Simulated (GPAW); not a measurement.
KTaO3 (Pm-3m): refractive index against wavelength

The refractive index of KTaO3 (Pm-3m) below the direct gap (2.68 eV on the mesh) is read from one computed spectrum, n = √(Re ε).

The structure is cubic, space group Pm-3m (No. 221). The conventional cell has a = 3.988 Å, b = 3.988 Å, c = 3.988 Å, α = 90.00°, β = 90.00°, γ = 90.00°. Ta on site a is surrounded by 6 O at 1.99 Å. K on site b is surrounded by 12 O at 2.82 Å. Around O on site d lie 2 Ta at 1.99 Å.

Method: GPAW 26.7.0, LDA, RPA, k-mesh 8×8×8, local fields up to 30 eV, Lorentzian half width 0.15 eV.

Launch of the response step: `OMP_NUM_THREADS=1 python df.py`. The run took 63 s, its band step included, on 1 thread of Arm Neoverse V2, with other jobs on the host.

| wavelength (nm) | photon energy E (eV) | n |
| --- | --- | --- |
| 3000 | 0.413 | 2.2395 |
| 2000 | 0.620 | 2.2461 |
| 1550 | 0.800 | 2.2541 |
| 1310 | 0.946 | 2.2625 |
| 1064 | 1.165 | 2.2782 |
| 850 | 1.459 | ? |
| 700 | 1.771 | 2.3491 |

In the single-oscillator model n² − 1 = E₀E_d/(E₀² − E²), so 1/(n² − 1) = E₀/E_d − E²/(E₀E_d) is linear in E².

Working, on the rows shown:

| x = E² (eV²) | y = 1/(n² − 1) |
| --- | --- |
| 0.170801 | 0.249044 |
| 0.384302 | 0.247221 |
| 0.639837 | 0.24504 |
| 0.895757 | 0.242783 |
| 1.35784 | 0.238652 |
| 3.13716 | 0.221324 |

Means: x̄ = 1.0976, ȳ = 0.24068. Σ(x − x̄)(y − ȳ) = -0.05484, Σ(x − x̄)² = 5.846. Slope = -0.05484 / 5.846 = -0.009382; intercept = ȳ − slope · x̄ = 0.25098. Turned back into n, the line misses the rows shown by at most 0.0016.

Question: Predict the last column of the withheld row from the fit.

Answer: At x = 2.1276 the line gives y = 0.23101, that is 2.3084. The run gave 2.3066, so the interpolation is off by 0.0018, 1.6 % of the range in the table.

Refitted with all rows, the slope is -0.009324 and the intercept 0.25097. These give E₀ = √(intercept/−slope) = 5.19 eV and E_d = E₀/intercept = 20.7 eV; E₀ is 1.9 times the direct gap. The electronic limit at long wavelengths, without lattice vibrations, is n = √(1 + 1/intercept) = 2.233. Excitons are left out; LDA gaps are as a rule too small. The values come from a sum over the points of one k-mesh and carry its error, which grows as the direct gap shrinks. This version of GPAW has incomplete matrix elements in the optical limit, which can lower ε − 1 by up to a tenth where first-row anions or d states rule. Spin-orbit coupling is left out.
